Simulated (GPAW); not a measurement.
**Optical response of CdS (Hawleyite)**

Wanted: where CdS (Hawleyite) starts to absorb, how strongly, and its refractive index.

Calculated with GPAW 26.7.0; DFT, revPBE, plane-wave PAW (GPAW data sets), scalar-relativistic, RPA, optical limit.

### Step 1. Set-up

It takes space group F-43m (No. 216, cubic). Conventional cell: a = 5.833 Å, b = 5.833 Å, c = 5.833 Å, α = 90.00°, β = 90.00°, γ = 90.00°. Cd has 4 S at 2.53 Å nearest. Nearest to S lie 4 Cd at 2.53 Å. Farther neighbours and most contacts between anions are not listed.

### Step 2. Ground state

The self-consistent density comes first; it also tells whether there is a gap, which decides the occupations and the need for a Drude term.

This step: DFT, revPBE, plane-wave PAW (GPAW data sets), scalar-relativistic, ground state (GPAW 26.7.0).

gs.py

```python
from ase import Atoms
from ase.dft.bandgap import bandgap
from gpaw import GPAW, PW, FermiDirac

atoms = Atoms(['Cd', 'S'],
              cell=[[0.000000000000, 2.916500000000, 2.916500000000],
                    [2.916500000000, 0.000000000000, 2.916500000000],
                    [2.916500000000, 2.916500000000, 0.000000000000]],
              scaled_positions=[[0.000000000000, 0.000000000000, 0.000000000000],
                                [0.750000000000, 0.750000000000, 0.750000000000]],
              pbc=[True, True, True])
atoms.calc = GPAW(mode=PW(500), xc='revPBE', kpts={'size': (7, 7, 7), 'gamma': True},
                  occupations=FermiDirac(0.05), maxiter=150, txt='gs.txt')
print('energy (eV)', atoms.get_potential_energy())
print('Fermi level (eV)', atoms.calc.get_fermi_level())
print('valence electrons', atoms.calc.get_number_of_electrons())
print('gap (eV)', bandgap(atoms.calc, output=None)[0])
print('direct gap (eV)', bandgap(atoms.calc, direct=True, output=None)[0])
atoms.calc.write('gs.gpw')
```

Run with:

```
OMP_NUM_THREADS=1 python gs.py
```

Numbers of over 12 decimals in the logs are rounded to 6 here.

The program printed:

```text
__  _  _
 | _ |_)|_||  |
 |__||  | ||/\| - 26.7.0

Versions:
  Python: 3.12.14
  ASE:    3.29.0
  Numpy:  2.5.5
  Scipy:  1.18.1
  Libxc:  7.0.0

Input parameters:
  mode=PW(ecut=500.0),
  kpts=MonkhorstPack(size=(7, 7, 7), gamma=True),
  maxiter=150,
  occupations=Occupations(name='fermi-dirac', width=0.05, fixmagmom=False),
  xc=XC(name='revPBE')

Diagonalizing LCAO Hamiltonian
Converting LCAO to pw mode

                     S

       Cd

Atoms  # Å, Bohr magnetons
|   | symbol |        x |        y |        z |    initial magnetic moments |
| 0 |     Cd | 0.000000 | 0.000000 | 0.000000 | ( 0.0000,  0.0000,  0.0000) |
| 1 |      S | 4.374750 | 4.374750 | 4.374750 | ( 0.0000,  0.0000,  0.0000) |

Unit cell  # Å
| periodic |        x |        y |        z |  lengths |    angles |
|      yes | 0.000000 | 2.916500 | 2.916500 | 4.124554 | 60.000000 |
|      yes | 2.916500 | 0.000000 | 2.916500 | 4.124554 | 60.000000 |
|      yes | 2.916500 | 2.916500 | 0.000000 | 4.124554 | 60.000000 |

Number of symmetries: 24
Symmetry operations  # r_c * U_cc + t_c -> r_c
|    | kind |            matrix            |
|  0 |  E   |  1, 0, 0,  0, 1, 0,  0, 0, 1 |
|  1 |  σ   |  1, 0, 0,  0, 0, 1,  0, 1, 0 |
|  2 |  σ   |  1, 0,-1,  0, 1,-1,  0, 0,-1 |
|  3 |  C3  |  1, 0,-1,  0, 0,-1,  0, 1,-1 |
|  4 |  C3  |  1,-1, 0,  0,-1, 1,  0,-1, 0 |
|  5 |  σ   |  1,-1, 0,  0,-1, 0,  0,-1, 1 |
|  6 |  σ   |  0, 1, 0,  1, 0, 0,  0, 0, 1 |
|  7 |  C3  |  0, 1, 0,  0, 0, 1,  1, 0, 0 |
|  8 |  C2  |  0, 1,-1,  1, 0,-1,  0, 0,-1 |
|  9 |  S4  |  0, 1,-1,  0, 0,-1,  1, 0,-1 |
| 10 |  C3  |  0, 0, 1,  1, 0, 0,  0, 1, 0 |
| 11 |  σ   |  0, 0, 1,  0, 1, 0,  1, 0, 0 |
| 12 |  S4  |  0, 0,-1,  1, 0,-1,  0, 1,-1 |
| 13 |  C3  |  0, 0,-1,  0, 1,-1,  1, 0,-1 |
| 14 |  S4  |  0,-1, 1,  1,-1, 0,  0,-1, 0 |
| 15 |  C2  |  0,-1, 1,  0,-1, 0,  1,-1, 0 |
| 16 |  C3  |  0,-1, 0,  1,-1, 0,  0,-1, 1 |
| 17 |  S4  |  0,-1, 0,  0,-1, 1,  1,-1, 0 |
| 18 |  S4  | -1, 1, 0, -1, 0, 1, -1, 0, 0 |
| 19 |  C3  | -1, 1, 0, -1, 0, 0, -1, 0, 1 |
| 20 |  C3  | -1, 0, 1, -1, 1, 0, -1, 0, 0 |
| 21 |  S4  | -1, 0, 1, -1, 0, 0, -1, 1, 0 |
| 22 |  σ   | -1, 0, 0, -1, 1, 0, -1, 0, 1 |
| 23 |  C2  | -1, 0, 0, -1, 0, 1, -1, 1, 0 |

BZ-sampling:
  Number of BZ points: 343
  Number of IBZ points: 20

  Monkhorst-Pack size: [7, 7, 7]
  Monkhorst-Pack shift: [0, 0, 0]

K-points  # in reciprocal-cell coordinates
|     |                                coordinates |     weight |
|   0 | (  0.00000000,   0.00000000,   0.00000000) | 0.00291545 |
|   1 | (  0.14285714,   0.14285714,   0.00000000) | 0.01749271 |
|   2 | (  0.14285714,   0.14285714,   0.14285714) | 0.02332362 |
|   3 | (  0.28571429,   0.14285714,   0.14285714) | 0.03498542 |
|   4 | (  0.28571429,   0.28571429,   0.00000000) | 0.01749271 |
|   5 | (  0.28571429,   0.28571429,   0.14285714) | 0.06997085 |
|   6 | (  0.28571429,   0.28571429,   0.28571429) | 0.02332362 |
|   7 | (  0.42857143,  -0.28571429,  -0.28571429) | 0.03498542 |
|   8 | (  0.42857143,   0.28571429,  -0.42857143) | 0.13994169 |
|   9 | (  0.42857143,   0.28571429,  -0.28571429) | 0.06997085 |
| ... |                                            |            |
|  19 | (  0.42857143,   0.42857143,   0.42857143) | 0.02332362 |

Plane wave coefficients: 1275
Cutoff: 500.0 eV

Spin-components: 1 (collinear spins)
Bands:           13
Projectors:      11
Spin-degeneracy: 2
Datatype:        complex128

Parallelization:
  kpt:    1
  domain: 1
  band:   1

Density:
  Valence electrons: 18.0
  Components: 1
  Grid points: [24 24 24]
  Charge: 0.0  # |e|

Potential:
  Grid points: [24 24 24]

species:
  Cd:
    name:    Cadmium
    id:
    Z:       48.0
    valence: 12
    core:    36
    charge:  0.0  # [|e|]
    compensation charges:
      type: gauss
      rc: 0.38  # [Å]
      lmax: 2
    cutoffs:
      filter: 2.12  # [Å]
      core: 2.62  # [Å]
    projectors
    | kind |    occ | energy [eV] | rcut [Å] |
    |   5s |  2.000 |      -5.557 |    1.191 |
    |   5p |  0.000 |      -1.140 |    1.228 |
    |   4d | 10.000 |     -11.696 |    1.164 |
    |    s |        |      21.654 |    1.191 |
    |    p |        |      26.071 |    1.228 |
    |    d |        |      15.516 |    1.164 |

    Using partial waves for Cd as LCAO basis

  S:
    name:    Sulfur
    id:
    Z:       16.0
    valence: 6
    core:    10
    charge:  0.0  # [|e|]
    compensation charges:
      type: gauss
      rc: 0.24  # [Å]
      lmax: 2
    cutoffs:
      filter: 1.77  # [Å]
      core: 1.66  # [Å]
    projectors
    | kind |    occ | energy [eV] | rcut [Å] |
    |   3s |  2.000 |     -17.230 |    0.974 |
    |   3p |  4.000 |      -6.978 |    0.979 |
    |    s |        |       9.981 |    0.974 |
    |    p |        |      20.234 |    0.979 |
    |    d |        |       0.000 |    0.900 |

    Using partial waves for S as LCAO basis

Reference energy: -163039.702169  # eV

eigensolver:
  PPCG
  Converge bands: occupied
  niter=2

density mixing:
  MSR1-Mixer
  Pratt-step length: 0.05
  Maximum mixing coefficient: 0.75
  Old densities: 10
  SVD Regularization: 0.005
  Good broyden scale: 1.0
  Trust region scale: 1.0
  Backstep threshold: 4.0
  History deletion threshold: 6.0
  Fourier metric: weight=20.0, sigma=0.015

occupation numbers:
  Fermi-Dirac:
    width: 0.0500  # eV

poisson solver:
  ecut: 4000.0  # eV

xc functional:
  name: revPBE with 2 nearest neighbor stencil

convergence criteria:
- Maximum [total energy] change in last 3 cyles: 0.0005 eV / valence electron
- Maximum integral of absolute [dens]ity change: 0.0001 electrons / valence electron
- Maximum integral of absolute [eigenst]ate change: 4e-08 eV^2 / valence electron
maximum number of iterations: 150

SCF iterations
|iter     |      energy | eigst |  dens |
|iter:   1||   -6.238417 | -0.44 |       |
|iter:   2||   -6.124944 | -2.02 | -1.11 |
|iter:   3||   -5.724735 | -1.20 | -1.15 |
|iter:   4||   -5.724063 | -2.94 | -1.71 |
|iter:   5||   -5.724174c| -3.44 | -2.13 |
|iter:   6||   -5.724311c| -4.69 | -2.73 |
|iter:   7||   -5.724326c| -5.93 | -3.40 |
|iter:   8||   -5.724326c| -7.18 | -4.25c|
|iter:   9||   -5.724326c| -8.21c| -4.83c|

Converged in 9 steps
SCF loop duration: 4.965 s (0.552 s/step)
Energy contributions relative to reference atoms: (reference = -163039.702169)

Energy contributions:
  Kinetic:          21.106636
  Coulomb:         -18.980217
  Zero:              0.133108
  External:          0.000000
  Xc:               -7.983854
  Entropy:          -0.000000
  Spinorbit:         0.000000
  ----------------------------
  Free energy:      -5.724326
  Extrapolated:     -5.724326

dipole moment: (-16.457835, -16.457835, -16.457835)  # |e|*Ang

Fermi level: 4.353
Eigenvalues  # (at kpt = [0.000, 0.000, 0.000])
| band index |      eig [eV] | occ [0-2] |
|          0 |        -8.679 |     2.000 |
|          1 |        -4.003 |     2.000 |
|          2 |        -4.003 |     2.000 |
|          3 |        -4.003 |     2.000 |
|          4 |        -3.518 |     2.000 |
|          5 |        -3.518 |     2.000 |
|          6 |         3.688 |     2.000 |
|          7 |         3.688 |     2.000 |
|          8 |         3.688 |     2.000 |
|          9 |         4.952 |     0.000 |
|         10 |        10.243 |     0.000 |
|         11 |        10.243 |     0.000 |
|         12 |        10.243 |     0.000 |

Gap: 1.264 eV
Transition (v -> c):
  (s=0, k=0, n=8, [0.00, 0.00, 0.00]) -> (s=0, k=0, n=9, [0.00, 0.00, 0.00])
No difference between direct/indirect transitions

--- standard output ---
energy (eV) -5.724326
Fermi level (eV) 4.353355
valence electrons 18.0
gap (eV) 1.264051
direct gap (eV) 1.264051
```

The job ended after 6.9 s (1 thread of Intel Xeon Platinum 8488C (Sapphire Rapids), shared host; peak memory 0.15 GiB).

Numbers from this step:

```
energy                 : -5.724 eV
Fermi energy           : 4.353 eV
gap on the k-mesh      : 1.264 eV
direct gap on the mesh : 1.264 eV
electrons              : 18
```

There is a gap, 1.26 eV on this mesh (points off the mesh can give less), so no carriers' term is needed.

### Step 3. Bands for the response

At the fixed density, many empty bands are solved on the mesh of the response, since the spectrum sums over them.

This step: DFT, revPBE, plane-wave PAW (GPAW data sets), scalar-relativistic, bands at fixed density (GPAW 26.7.0).

nscf.py

```python
from ase.dft.bandgap import bandgap
from gpaw import GPAW, FermiDirac

calc = GPAW('gs.gpw').fixed_density(kpts={'size': (10, 10, 10), 'gamma': True}, nbands=41, convergence={'bands': 35},
                                    occupations=FermiDirac(0.001), txt='nscf.txt')
print('gap (eV)', bandgap(calc, output=None)[0])
print('direct gap (eV)', bandgap(calc, direct=True, output=None)[0])
print('top band over the Fermi level (eV)', min(calc.get_eigenvalues(kpt=k)[34] for k in range(len(calc.get_ibz_k_points()))) - calc.get_fermi_level())
calc.write('full.gpw', mode='all')
```

Run with:

```
OMP_NUM_THREADS=1 python nscf.py
```

The program printed:

```text
Diagonalizing LCAO Hamiltonian
Converting LCAO to pw mode
convergence criteria:
- Maximum integral of absolute [eigenst]ate change: 4e-08 eV^2 / valence electron
maximum number of iterations: 150

SCF iterations
|iter     |      energy | eigst |  dens |
|iter:   1||             | +3.57 |       |
|iter:   2||             | +2.03 |       |
|iter:   3||             | +0.99 |       |
|iter:   4||             | +0.09 |       |
|iter:   5||             | -0.65 |       |
|iter:   6||             | -1.38 |       |
|iter:   7||             | -2.10 |       |
|iter:   8||             | -2.77 |       |
|iter:   9||             | -3.43 |       |
|iter:  10||             | -4.10 |       |
|iter:  11||             | -4.73 |       |
|iter:  12||             | -5.40 |       |
|iter:  13||             | -6.03 |       |
|iter:  14||             | -6.64 |       |
|iter:  15||             | -7.22 |       |
|iter:  16||             | -7.66c|       |
SCF steps: 16
  __  _  _
 | _ |_)|_||  |
 |__||  | ||/\| - 26.7.0

Versions:
  Python: 3.12.14
  ASE:    3.29.0
  Numpy:  2.5.5
  Scipy:  1.18.1
  Libxc:  7.0.0

Input parameters:
  mode=PW(ecut=500.0),
  convergence={'bands': 35},
  gpts=array([24, 24, 24]),
  kpts=MonkhorstPack(size=(10, 10, 10), gamma=True),
  maxiter=150,
  nbands=41,
  occupations=Occupations(name='fermi-dirac', width=0.001, fixmagmom=False),
  parallel={},
  xc=XC(name='revPBE')

--- standard output ---
gap (eV) 1.264051
direct gap (eV) 1.264051
top band over the Fermi level (eV) 31.223465
```

It took 54 s on 1 thread; peak memory 0.2 GiB.

### Step 4. Dielectric function, RPA

Transitions between filled and empty bands, summed over the zone, give the optical response, so mesh, band count and broadening shape it.

The induced potential is part of this response.

This step: DFT, revPBE, plane-wave PAW (GPAW data sets), scalar-relativistic, RPA, optical limit (GPAW 26.7.0).

df.py

```python
from gpaw.response.df import DielectricFunction

df = DielectricFunction('full.gpw', frequencies={'type': 'nonlinear', 'domega0': 0.03, 'omega2': 8},
                        ecut=50,
                        eta=0.2,
                        nbands=35,
                        txt='df.txt')
for direction in ['x']:
    df.get_dielectric_function(xc='RPA', direction=direction, filename=f'df_{direction}.csv')
```

Run with:

```
OMP_NUM_THREADS=1 python df.py
```

The program printed:

```text
Using integrator: PointIntegrator
NonLinearFrequencyDescriptor(from 0.000 to 49.462 eV, 464 points)
Nonperiodic BCs:  [False False False]
Using integrator: PointIntegrator
NonLinearFrequencyDescriptor(from 0.000 to 49.462 eV, 464 points)
Nonperiodic BCs:  [False False False]

Calculating chi0 body with:
    Ground state adapter containing:
    Number of spins: 1
    Number of kpoints: 1000
    Number of irreducible kpoints: 47
    Number of completely occupied states: 9
    Number of partially occupied states: 9

    Linear response parametrization:
    q_c: [0.0, 0.0, 0.0]
    Number of frequency points: 464
    Planewave cutoff: 50.0
    Number of bands: 35
    Number of planewaves: 51
    Broadening (eta): 0.2

Integrating chi0 body.

Symmetries of q_c:
    Direct symmetries (Uq -> q): 24
    Indirect symmetries (TUq -> q): 24
In total 48 allowed symmetries.

47 groups of equivalent kpoints. 95.3% reduction.

Integral kind: spectral function

Calculating chi0 optical extensions with:
    Ground state adapter containing:
    Number of spins: 1
    Number of kpoints: 1000
    Number of irreducible kpoints: 47
    Number of completely occupied states: 9
    Number of partially occupied states: 9

    Linear response parametrization:
    Number of frequency points: 464
    Planewave cutoff: 50.0
    Number of bands: 35
    Number of planewaves: 51
    Broadening (eta): 0.2
Integrating chi0 head and wings.

Symmetries of q_c:
    Direct symmetries (Uq -> q): 24
    Indirect symmetries (TUq -> q): 24
In total 48 allowed symmetries.

47 groups of equivalent kpoints. 95.3% reduction.

Integral kind: spectral function wings
```

Run time: 7.8 s. Hardware: 1 thread; peak memory 0.28 GiB.

Read-outs, printed or worked out from the files:

| Quantity | Value |
| --- | --- |
| electronic dielectric constant ε∞, mean over x, y and z (by symmetry where fewer were run) | 5.622 |

Some rows of df_x.csv (energy; Re and Im without local fields; Re and Im with them):

```text
0.000000, 6.232195, -0.000000, 5.621944, -0.000000
0.555532, 6.361296, 0.109712, 5.746375, 0.106504
1.143969, 6.798320, 0.707794, 6.167640, 0.707721
1.768324, 7.122786, 1.163134, 6.447134, 1.150305
2.431988, 6.672779, 1.580125, 5.908990, 1.553598
3.138794, 6.927977, 2.691491, 6.048287, 2.596228
3.893091, 6.910822, 4.738840, 5.972957, 4.405695
4.699832, 5.000970, 4.306561, 3.787790, 4.015939
5.564682, 6.028991, 5.990735, 4.365114, 4.740077
6.494155, 1.491641, 6.946742, 1.099846, 5.078863
7.495775, 0.234383, 7.243821, 1.357973, 4.816459
8.578281, -2.329662, 3.899695, -0.944623, 3.963122
9.751884, -1.250342, 1.964681, -0.816365, 1.939157
11.028587, -0.611374, 1.727049, -0.140392, 1.525367
12.422601, -0.447497, 1.208175, -0.018662, 1.213903
13.950874, -0.047488, 0.885927, 0.189650, 0.939232
15.633783, -0.039183, 0.598937, 0.159078, 0.631329
17.496047, 0.159796, 0.488295, 0.382030, 0.581990
19.567954, 0.389209, 0.455634, 0.524522, 0.488854
```

The Im ε, E ∥ x has structure finer than the step of the table below, so its rows give means over 1 eV, whole bins alone (the curve runs from 0 to 19.9 eV). Peaks (eV: height): 4.4: 4.74, 6.0: 6.17, 7.7: 5.16.

Sum at mesh points, not converged in k; values under the direct gap are tails of Lorentzian lines. The Im ε, E ∥ x by photon energy; means over each step:

```csv
photon energy (eV),"Im ε, E ∥ x"
1,0.475
2,1.39
3,2.31
4,4.01
5,4.21
6,5.65
7,4.47
8,4.72
9,3.04
10,1.80
11,1.48
12,1.36
13,1.08
14,0.953
15,0.803
16,0.568
17,0.570
18,0.530
19,0.469
```

Sum at mesh points, not converged in k. Reflectivity at normal incidence, E ∥ x against photon energy; read off at these points:

```csv
photon energy (eV),"reflectivity at normal incidence, E ∥ x (%)"
0.00,16.5
0.50,16.8
1.00,18.0
1.50,17.6
2.00,18.5
2.50,18.6
3.00,20.0
3.50,20.5
3.89,23.9
4.00,23.1
4.50,22.1
5.00,21.0
5.50,22.4
6.00,27.9
6.33,28.4
6.50,27.1
7.00,21.7
7.50,25.5
8.00,29.8
8.50,33.5
8.89,35.6
9.00,35.0
9.50,32.4
10.00,28.2
10.50,23.2
11.00,20.4
11.50,17.1
12.00,20.9
12.50,17.7
13.00,19.2
13.50,15.3
14.00,12.6
14.50,14.7
14.77,16.8
15.00,15.8
15.50,13.7
16.00,10.9
16.50,7.43
17.00,6.53
17.50,7.19
18.00,6.45
18.50,6.11
19.00,4.61
19.50,4.30
```

The loss function −Im 1/ε at q → 0, E ∥ x has structure finer than the step of the table below, so its rows give means over 1 eV, whole bins alone (the curve runs from 0 to 19.9 eV). Peaks (eV: height): 15.8: 1.55.

Sum at mesh points, not converged in k; values under the direct gap are tails of Lorentzian lines. The loss function −Im 1/ε at q → 0, E ∥ x by energy loss; means over each step:

```csv
energy loss (eV),"loss function −Im 1/ε at q → 0, E ∥ x"
1,0.0132
2,0.0366
3,0.0548
4,0.0870
5,0.120
6,0.139
7,0.204
8,0.209
9,0.301
10,0.509
11,0.670
12,0.735
13,0.935
14,1.02
15,1.25
16,1.48
17,1.18
18,1.20
19,1.05
```

The Im ε, E ∥ x has structure finer than the step of the table below, so its rows give means over 1 eV, whole bins alone (the curve runs from 0 to 19.9 eV). Peaks (eV: height): without local fields 4.3: 5.11, 6.1: 8.24, 7.6: 7.33; with local fields 4.4: 4.74, 6.0: 6.17, 7.7: 5.16.

Sum at mesh points, not converged in k; values under the direct gap are tails of Lorentzian lines. Im ε, E ∥ x against photon energy; means over each step:

```csv
photon energy (eV),without local fields,with local fields
1,0.477,0.475
2,1.40,1.39
3,2.39,2.31
4,4.31,4.01
5,4.81,4.21
6,7.48,5.65
7,6.73,4.47
8,5.92,4.72
9,2.97,3.04
10,1.89,1.80
11,1.69,1.48
12,1.38,1.36
13,0.994,1.08
14,0.928,0.953
15,0.752,0.803
16,0.580,0.568
17,0.518,0.570
18,0.403,0.530
19,0.377,0.469
```

Optical constants at common wavelengths, from n + ik = √ε:

```csv
wavelength (nm),n,k,R (%),1/α
1550,2.43,0.042,17.4,2.9 µm
1064,2.48,0.154,18.3,551 nm
800,2.45,0.144,17.9,443 nm
633,2.48,0.375,19.0,134 nm
450,2.51,0.371,19.4,97 nm
308,2.43,0.900,22.7,27 nm
193,1.83,1.467,28.0,10 nm
```

Below the direct gap, k and the depth come from the tails of the Lorentzian lines, not from transitions.

Rows near the edge hang on the gap, which this functional as a rule makes too small, and phonon-assisted absorption is left out.

### Step 5. Outcome

```json
{
 "electronic dielectric constant ε∞, mean over x, y and z (by symmetry where fewer were run) (RPA)": "5.62"
}
```

What this shows: At this level (revPBE, RPA) CdS has ε∞ = 5.62 and n = 2.43 at 1550 nm. On the mesh the gap is 1.26 eV and the least direct gap 1.26 eV. Local fields change the static value along x from 6.23 to 5.62 (-10 %). Excitons and phonon-assisted transitions are missing; revPBE gaps are as a rule too small, which pulls the onset down and ε∞ up. In this version of GPAW the matrix elements of the optical limit are incomplete, which can lower ε − 1 by up to a tenth where first-row anions or d states rule, and shift it by more in d metals. The sum runs over mesh points 0.19 Å⁻¹ apart with no interpolation, so peaks are partly noise of the mesh; over so small a direct gap single mesh points weigh heavily, so ε∞, n and their changes from run to run can be far off. Besides steps told in other documents, this task had 1 run with a known fault of program or setting; those not told in a step above aren't shown.

[Machine, clock and banner lines and Python warnings are left out of the logs.]

[Logs are printed without paths, hosts, clocks, repeated set-up lines and the standing remarks that a program may print on its own settings, such as how far it seeks lower states.]

[Hosts, paths, dates, database ids (printed as entryN), source tags and the programs' standing remarks are cut or masked in the printed files.]
